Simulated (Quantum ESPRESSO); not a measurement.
# Li3ClO (Pm-3m): modes at Γ and the response to a field, part 2 of 3

Aim: the zone-centre modes of Li3ClO (Pm-3m).

Quantum ESPRESSO 7.5; DFT LDA, scalar-relativistic, plane waves, PseudoDojo norm-conserving pseudopotentials.

So far. Step 2 (A probe with smearing): A gap of 4.6 eV opens on this mesh, so the crystal is taken as an insulator; the start stands at -5.5 GPa. Step 4 (Self-consistent run for the response): The cell stands at -0.001 GPa, close enough for phonons. The relaxed cell has a = 3.769 Å (conventional setting).

## Step 5: Zone-centre response

At q = 0 one unit cell holds all displacements; symmetry groups them into irreducible representations that are solved one by one. The response to a field gives ε∞ and the Born charges, which polar modes need.

Input file ph.in:

```
phonons
 &inputph
    prefix='x',
    outdir='./tmp',
    fildyn='g.dyn',
    tr2_ph=1.0d-18,
    epsil=.true.,
 /
0.000000000000 0.000000000000 0.000000000000
```

Run with:

```sh
> OMP_NUM_THREADS=1 mpirun -n 4 ph.x -nk 4 -in ph.in > ph.out
```

The log of the run:

```text
[banners, grids, parts of the stress and lines that vanish by symmetry left out]
[banner, memory and clock lines left out]
Program PHONON v.7.5

     ./tmp/x.save/

     IMPORTANT: XC functional enforced from input :
     Exchange-correlation= PW
                           (   1   4   0   0   0   0   0)
     Any further DFT definition will be discarded
     Please, verify this is what you really want

     G-vector sticks info

     Reading collected, re-writing distributed wavefunctions in ./tmp/

     Number and degeneracy of irreps per q-point
       N         xq(1)         xq(2)         xq(3)   N irreps
       1   0.000000000   0.000000000   0.000000000       5
        3   3   3   3   3

     Calculation of q =    0.0000000   0.0000000   0.0000000

     phonons

     bravais-lattice index     =            1
     lattice parameter (alat)  =       7.1224  a.u.
     unit-cell volume          =     361.3111 (a.u.)^3
     number of atoms/cell      =            5
     number of atomic types    =            3
     kinetic-energy cut-off    =      92.0000  Ry
     charge density cut-off    =     368.0000  Ry
     convergence threshold     =      1.0E-18
     beta                      =       0.7000
     number of iterations used =            4
     Exchange-correlation= PW
                           (   1   4   0   0   0   0   0)

     celldm(1)=    7.12241  celldm(2)=    0.00000  celldm(3)=    0.00000
     celldm(4)=    0.00000  celldm(5)=    0.00000  celldm(6)=    0.00000

     crystal axes: (cart. coord. in units of alat)
               a(1) = (  1.0000  0.0000  0.0000 )
               a(2) = (  0.0000  1.0000  0.0000 )
               a(3) = (  0.0000  0.0000  1.0000 )

     reciprocal axes: (cart. coord. in units 2 pi/alat)
               b(1) = (  1.0000  0.0000  0.0000 )
               b(2) = (  0.0000  1.0000  0.0000 )
               b(3) = (  0.0000  0.0000  1.0000 )

     Atoms inside the unit cell:

     Cartesian axes

     site n.  atom      mass           positions (alat units)
        1  Li      6.9400   tau(    1) = (    0.00000    0.50000    0.50000  )
        2  Li      6.9400   tau(    2) = (    0.50000    0.00000    0.50000  )
        3  Li      6.9400   tau(    3) = (    0.50000    0.50000    0.00000  )
        4  Cl     35.4500   tau(    4) = (    0.00000    0.00000    0.00000  )
        5  O      15.9990   tau(    5) = (    0.50000    0.50000    0.50000  )

     Computing dynamical matrix for
                    q = (   0.0000000   0.0000000   0.0000000 )

     49 Sym.Ops. (with q -> -q+G )

     G cutoff =  472.8706  (  43003 G-vectors)     FFT grid: ( 45, 45, 45)
     number of k points=    35
                       cart. coord. in units 2pi/alat
        k(    1) = (   0.0000000   0.0000000   0.0000000), wk =   0.0039062
        k(    2) = (   0.0000000   0.0000000   0.1250000), wk =   0.0234375
        k(    3) = (   0.0000000   0.0000000   0.2500000), wk =   0.0234375
        [... further k-points left out ...]

     PseudoPot. # 1 for Li read from file:
     ./pseudo/Li.upf
     Pseudo is Norm-conserving, Zval =  3.0

     PseudoPot. # 2 for Cl read from file:
     ./pseudo/Cl.upf
     Pseudo is Norm-conserving + core correction, Zval =  7.0

     PseudoPot. # 3 for O  read from file:
     ./pseudo/O.upf
     Pseudo is Norm-conserving + core correction, Zval =  6.0

     Mode symmetry, O_h (m-3m)  point group:

     Electric field:
     Dielectric constant
     Born effective charges as d Force / d E

     Atomic displacements:
     There are    5 irreducible representations

     Representation     1      3 modes -  To be done

     Representation     2      3 modes -  To be done

     Representation     3      3 modes -  To be done

     Representation     4      3 modes -  To be done

     Representation     5      3 modes -  To be done

     Alpha used in Ewald sum =   2.8000

     Electric Fields Calculation

      iter #   1   av.it.:   6.5
      thresh= 1.000E-02 alpha_mix =  0.700 |ddv_scf|^2 =  6.767E-08

      [... iterations left out ...]
      iter #   8   av.it.:  12.3
      thresh= 2.814E-10 alpha_mix =  0.700 |ddv_scf|^2 =  5.928E-20

     End of electric fields calculation

          Dielectric constant in cartesian axis

          (       3.294684936       0.000000000       0.000000000 )
          (       0.000000000       3.294684936       0.000000000 )
          (       0.000000000       0.000000000       3.294684936 )

          Effective charges (d Force / dE) in cartesian axis without acoustic sum rule applied (asr)

           atom    1  Li    Mean Z*:        1.10600
      Ex  (        0.98258        0.00000        0.00000 )
      Ey  (        0.00000        1.16772        0.00000 )
      Ez  (        0.00000        0.00000        1.16772 )
           atom    2  Li    Mean Z*:        1.10600
      Ex  (        1.16772        0.00000        0.00000 )
      Ey  (        0.00000        0.98258        0.00000 )
      Ez  (        0.00000        0.00000        1.16772 )
           atom    3  Li    Mean Z*:        1.10600
      Ex  (        1.16772        0.00000        0.00000 )
      Ey  (        0.00000        1.16772        0.00000 )
      Ez  (        0.00000        0.00000        0.98258 )
           atom    4  Cl    Mean Z*:       -1.25251
      Ex  (       -1.25251        0.00000        0.00000 )
      Ey  (        0.00000       -1.25251        0.00000 )
      Ez  (        0.00000        0.00000       -1.25251 )
           atom    5  O     Mean Z*:       -2.06564
      Ex  (       -2.06564        0.00000        0.00000 )
      Ey  (        0.00000       -2.06564        0.00000 )
      Ez  (        0.00000        0.00000       -2.06564 )

          Effective charges Sum: Mean:       -0.00013
             -0.00013        0.00000        0.00000
              0.00000       -0.00013        0.00000
              0.00000        0.00000       -0.00013

          Effective charges (d Force / dE) in cartesian axis with asr applied:
           atom    1  Li    Mean Z*:        1.10603
      E*x (        0.98261        0.00000        0.00000 )
      E*y (        0.00000        1.16774        0.00000 )
      E*z (        0.00000        0.00000        1.16774 )
           atom    2  Li    Mean Z*:        1.10603
      E*x (        1.16774        0.00000        0.00000 )
      E*y (        0.00000        0.98261        0.00000 )
      E*z (        0.00000        0.00000        1.16774 )
           atom    3  Li    Mean Z*:        1.10603
      E*x (        1.16774        0.00000        0.00000 )
      E*y (        0.00000        1.16774        0.00000 )
      E*z (        0.00000        0.00000        0.98261 )
           atom    4  Cl    Mean Z*:       -1.25248
      E*x (       -1.25248        0.00000        0.00000 )
      E*y (        0.00000       -1.25248        0.00000 )
      E*z (        0.00000        0.00000       -1.25248 )
           atom    5  O     Mean Z*:       -2.06561
      E*x (       -2.06561        0.00000        0.00000 )
      E*y (        0.00000       -2.06561        0.00000 )
      E*z (        0.00000        0.00000       -2.06561 )

     Representation #   1 modes #   1   2   3

     Self-consistent Calculation

      iter #   1   av.it.:   5.9
      thresh= 1.000E-02 alpha_mix =  0.700 |ddv_scf|^2 =  1.396E-07

      [... iterations left out ...]
      iter #   8   av.it.:  12.3
      thresh= 7.747E-10 alpha_mix =  0.700 |ddv_scf|^2 =  3.869E-20

     End of self-consistent calculation

     Convergence has been achieved

     Representation #   2 modes #   4   5   6

     Self-consistent Calculation

      iter #   1   av.it.:   6.2
      thresh= 1.000E-02 alpha_mix =  0.700 |ddv_scf|^2 =  2.806E-07

      [... iterations left out ...]
      iter #   8   av.it.:  12.4
      thresh= 2.032E-10 alpha_mix =  0.700 |ddv_scf|^2 =  1.415E-19

     End of self-consistent calculation

     Convergence has been achieved

     Representation #   3 modes #   7   8   9

     Self-consistent Calculation

      iter #   1   av.it.:   5.2
      thresh= 1.000E-02 alpha_mix =  0.700 |ddv_scf|^2 =  3.209E-08

      [... iterations left out ...]
      iter #   8   av.it.:  12.8
      thresh= 4.362E-10 alpha_mix =  0.700 |ddv_scf|^2 =  5.480E-20

     End of self-consistent calculation

     Convergence has been achieved

     Representation #   4 modes #  10  11  12

     Self-consistent Calculation

      iter #   1   av.it.:   6.5
      thresh= 1.000E-02 alpha_mix =  0.700 |ddv_scf|^2 =  4.595E-07

      [... iterations left out ...]
      iter #   8   av.it.:  12.4
      thresh= 1.656E-10 alpha_mix =  0.700 |ddv_scf|^2 =  5.381E-20

     End of self-consistent calculation

     Convergence has been achieved

     Representation #   5 modes #  13  14  15

     Self-consistent Calculation

      iter #   1   av.it.:   5.0
      thresh= 1.000E-02 alpha_mix =  0.700 |ddv_scf|^2 =  3.405E-08

      [... iterations left out ...]
      iter #   6   av.it.:  12.2
      thresh= 9.737E-10 alpha_mix =  0.700 |ddv_scf|^2 =  2.303E-19

     End of self-consistent calculation

     Convergence has been achieved

     Number of q in the star =    1
     List of q in the star:
          1   0.000000000   0.000000000   0.000000000

          Dielectric constant in cartesian axis

          (       3.294684936       0.000000000       0.000000000 )
          (       0.000000000       3.294684936       0.000000000 )
          (       0.000000000       0.000000000       3.294684936 )

          Effective charges (d Force / dE) in cartesian axis without acoustic sum rule applied (asr)

           atom    1  Li    Mean Z*:        1.10600
      Ex  (        0.98258        0.00000        0.00000 )
      Ey  (        0.00000        1.16772        0.00000 )
      Ez  (        0.00000        0.00000        1.16772 )
           atom    2  Li    Mean Z*:        1.10600
      Ex  (        1.16772        0.00000        0.00000 )
      Ey  (        0.00000        0.98258        0.00000 )
      Ez  (        0.00000        0.00000        1.16772 )
           atom    3  Li    Mean Z*:        1.10600
      Ex  (        1.16772        0.00000        0.00000 )
      Ey  (        0.00000        1.16772        0.00000 )
      Ez  (        0.00000        0.00000        0.98258 )
           atom    4  Cl    Mean Z*:       -1.25251
      Ex  (       -1.25251        0.00000        0.00000 )
      Ey  (        0.00000       -1.25251        0.00000 )
      Ez  (        0.00000        0.00000       -1.25251 )
           atom    5  O     Mean Z*:       -2.06564
      Ex  (       -2.06564        0.00000        0.00000 )
      Ey  (        0.00000       -2.06564        0.00000 )
      Ez  (        0.00000        0.00000       -2.06564 )

          Effective charges Sum: Mean:       -0.00013
             -0.00013        0.00000        0.00000
              0.00000       -0.00013        0.00000
              0.00000        0.00000       -0.00013

          Effective charges (d Force / dE) in cartesian axis with asr applied:
           atom    1  Li    Mean Z*:        1.10603
      E*x (        0.98261        0.00000        0.00000 )
      E*y (        0.00000        1.16774        0.00000 )
      E*z (        0.00000        0.00000        1.16774 )
           atom    2  Li    Mean Z*:        1.10603
      E*x (        1.16774        0.00000        0.00000 )
      E*y (        0.00000        0.98261        0.00000 )
      E*z (        0.00000        0.00000        1.16774 )
           atom    3  Li    Mean Z*:        1.10603
      E*x (        1.16774        0.00000        0.00000 )
      E*y (        0.00000        1.16774        0.00000 )
      E*z (        0.00000        0.00000        0.98261 )
           atom    4  Cl    Mean Z*:       -1.25248
      E*x (       -1.25248        0.00000        0.00000 )
      E*y (        0.00000       -1.25248        0.00000 )
      E*z (        0.00000        0.00000       -1.25248 )
           atom    5  O     Mean Z*:       -2.06561
      E*x (       -2.06561        0.00000        0.00000 )
      E*y (        0.00000       -2.06561        0.00000 )
      E*z (        0.00000        0.00000       -2.06561 )

     Diagonalizing the dynamical matrix

     q = (    0.000000000   0.000000000   0.000000000 )

 **************************************************************************
     freq (    1) =       0.068890 [THz] =       2.297931 [cm-1]
     freq (    2) =       0.068890 [THz] =       2.297931 [cm-1]
     freq (    3) =       0.068890 [THz] =       2.297931 [cm-1]
     freq (    4) =       4.776961 [THz] =     159.342261 [cm-1]
     freq (    5) =       4.776961 [THz] =     159.342261 [cm-1]
     freq (    6) =       4.776961 [THz] =     159.342261 [cm-1]
     freq (    7) =       6.749919 [THz] =     225.153063 [cm-1]
     freq (    8) =       6.749919 [THz] =     225.153063 [cm-1]
     freq (    9) =       6.749919 [THz] =     225.153063 [cm-1]
     freq (   10) =      11.325284 [THz] =     377.770809 [cm-1]
     freq (   11) =      11.325284 [THz] =     377.770809 [cm-1]
     freq (   12) =      11.325284 [THz] =     377.770809 [cm-1]
     freq (   13) =      17.922854 [THz] =     597.842073 [cm-1]
     freq (   14) =      17.922854 [THz] =     597.842073 [cm-1]
     freq (   15) =      17.922854 [THz] =     597.842073 [cm-1]
 **************************************************************************

     Mode symmetry, O_h (m-3m)  point group:

     freq (   1-   3) =          2.3  [cm-1]   --> T_1u G_15  G_4- I
     freq (   4-   6) =        159.3  [cm-1]   --> T_1u G_15  G_4- I
     freq (   7-   9) =        225.2  [cm-1]   --> T_2u G_25  G_5-
     freq (  10-  12) =        377.8  [cm-1]   --> T_1u G_15  G_4- I
     freq (  13-  15) =        597.8  [cm-1]   --> T_1u G_15  G_4- I
```

The job ended after 8 min (4 MPI ranks of Arm Neoverse V1, shared host; 32 min of CPU time).

This step gave:

* miss of the charge sum rule: 1.30e-4 e
* largest acoustic frequency at the zone centre before the sum rule: 2.3 cm⁻¹
* highest optical zone-centre mode (no LO-TO term): 597.8 cm⁻¹
* lowest optical zone-centre mode: 159.3 cm⁻¹
* mean high-frequency dielectric constant: 3.295
* largest Born charge in size (third of the trace): 2.066 e

Born charge (rows field, columns displacement), before the sum rule (e), principal values of the symmetric part by kind of site:

| atom | atoms with these values | low | middle | high | mean |
| --- | --- | --- | --- | --- | --- |
| Li1 | 3 | 0.98 | 1.17 | 1.17 | 1.11 |
| Cl4 | 1 | -1.25 | -1.25 | -1.25 | -1.25 |
| O5 | 1 | -2.07 | -2.07 | -2.07 | -2.07 |

In full for Cl4:

```
-1.25  0.00  0.00
 0.00 -1.25  0.00
 0.00  0.00 -1.25
```

High-frequency dielectric tensor:

```
3.29 0.00 0.00
0.00 3.29 0.00
0.00 0.00 3.29
```

The acoustic modes at Γ come out as far as 2.3 cm⁻¹ from zero, where they should vanish, a small numerical error; the Born charges miss their sum rule by 1.3e-4 e, which is good.

## Step 6: Modes with the sum rule

A rigid shift of the crystal must cost nothing, but grids and finite bases break this; the acoustic sum rule is imposed before the matrix is diagonalised again. With Born charges the intensities follow, and the static dielectric tensor.

Input file dynmat.in:

```
 &input
    fildyn='g.dyn',
    asr='simple',
    fileig='dynmat.eig',
    lperm=.true.,
 /
```

Run with:

```sh
> dynmat.x -in dynmat.in > dynmat.out
```

The log of the run:

```text
[banner, memory and clock lines left out]
Program DYNMAT v.7.5

     Reading Dynamical Matrix from file g.dyn
     ...Force constants read
     ...epsilon and Z* read
     A direction for q was not specified:TO-LO splitting will be absent

     Polarizability (A^3 units)
     multiply by 0.566606 for Clausius-Mossotti correction
         9.776827    0.000000    0.000000
         0.000000    9.776827    0.000000
         0.000000    0.000000    9.776827

     IR activities are in (D/A)^2/amu units

# mode   [cm-1]    [THz]      IR
    1     -0.00   -0.0000    0.0000
    2      0.00    0.0000    0.0000
    3      0.00    0.0000    0.0000
    4    159.34    4.7770    5.6023
    5    159.34    4.7770    5.6023
    6    159.34    4.7770    5.6023
    7    225.17    6.7504    0.0000
    8    225.17    6.7504    0.0000
    9    225.17    6.7504    0.0000
   10    377.76   11.3249    8.9948
   11    377.76   11.3249    8.9948
   12    377.76   11.3249    8.9948
   13    597.83   17.9225    4.8527
   14    597.83   17.9225    4.8527
   15    597.83   17.9225    4.8527

Electronic dielectric permittivity tensor (relative, adimensional)
         3.294685    0.000000    0.000000
         0.000000    3.294685    0.000000
         0.000000    0.000000    3.294685

 ... with zone-center polar mode contributions
        15.136125   -0.000000    0.000000
        -0.000000   15.136125   -0.000000
         0.000000   -0.000000   15.136125

[end of the log left out, with the tail of the file of modes that dynmat.x writes under the same name]
```

The job ended after 0.45 s (1 thread).

This step gave:

| Item | Value |
| --- | --- |
| mean static dielectric constant | 15.14 |

Unit eigenvectors of the mass-weighted matrix after the sum rule; no LO-TO term. Modes at Γ, with each element's share of the kinetic energy:

| mode | frequency (cm⁻¹) | symmetry | Li % | Cl % | O % |
| --- | --- | --- | --- | --- | --- |
| 1 | 0.0 | acoustic | 29 | 49 | 22 |
| 2 | 0.0 | acoustic | 29 | 49 | 22 |
| 3 | 0.0 | acoustic | 29 | 49 | 22 |
| 4 | 159.3 | T1u | 45 | 47 | 7 |
| 5 | 159.3 | T1u | 45 | 47 | 7 |
| 6 | 159.3 | T1u | 45 | 47 | 7 |
| 7 | 225.2 | T2u | 100 | 0 | 0 |
| 8 | 225.2 | T2u | 100 | 0 | 0 |
| 9 | 225.2 | T2u | 100 | 0 | 0 |
| 10 | 377.8 | T1u | 47 | 4 | 49 |
| 11 | 377.8 | T1u | 47 | 4 | 49 |
| 12 | 377.8 | T1u | 47 | 4 | 49 |
| 13 | 597.8 | T1u | 79 | 0 | 21 |
| 14 | 597.8 | T1u | 79 | 0 | 21 |
| 15 | 597.8 | T1u | 79 | 0 | 21 |

Displacements in mode 4 (159.3 cm⁻¹), the largest set to 1:
```
Li1 -0.03  0.03 -1.00
Li2 -0.04  0.02 -1.00
Li3 -0.04  0.03 -0.63
Cl4  0.03 -0.02  0.70
O5  -0.02  0.01 -0.41
```

Displacements in mode 10 (377.8 cm⁻¹), the largest set to 1:
```
Li1 -0.23 -0.08 -0.97
Li2  0.39  0.05 -0.97
Li3  0.39 -0.08  0.56
Cl4  0.07 -0.02 -0.18
O5  -0.40  0.09  1.00
```

Degenerate modes summed, no LO-TO term. Lines of the infrared spectrum (strongest = 100):

| position (cm⁻¹) | lines merged | label | IR intensity, relative |
| --- | --- | --- | --- |
| 159 | 3 | T1u | 62 |
| 225 | 3 | T2u | 0.0 |
| 378 | 3 | T1u | 100 |
| 598 | 3 | T1u | 54 |

Static dielectric tensor (ions relaxed, fixed cell):

```
15.14  0.00  0.00
 0.00 15.14  0.00
 0.00  0.00 15.14
```

The rule moves no optical mode by more than 0.1 cm⁻¹.

(Continued in part 3 of 3.)

[Host names and launcher messages were left out of these logs when they were recorded.]

[Logs are printed without paths, hosts, clocks, repeated set-up lines and the standing remarks that a program may print on its own settings, such as how far it seeks lower states.]

[Hosts, paths, dates, database ids (printed as entryN), source tags and the programs' standing remarks are cut or masked in the printed files.]
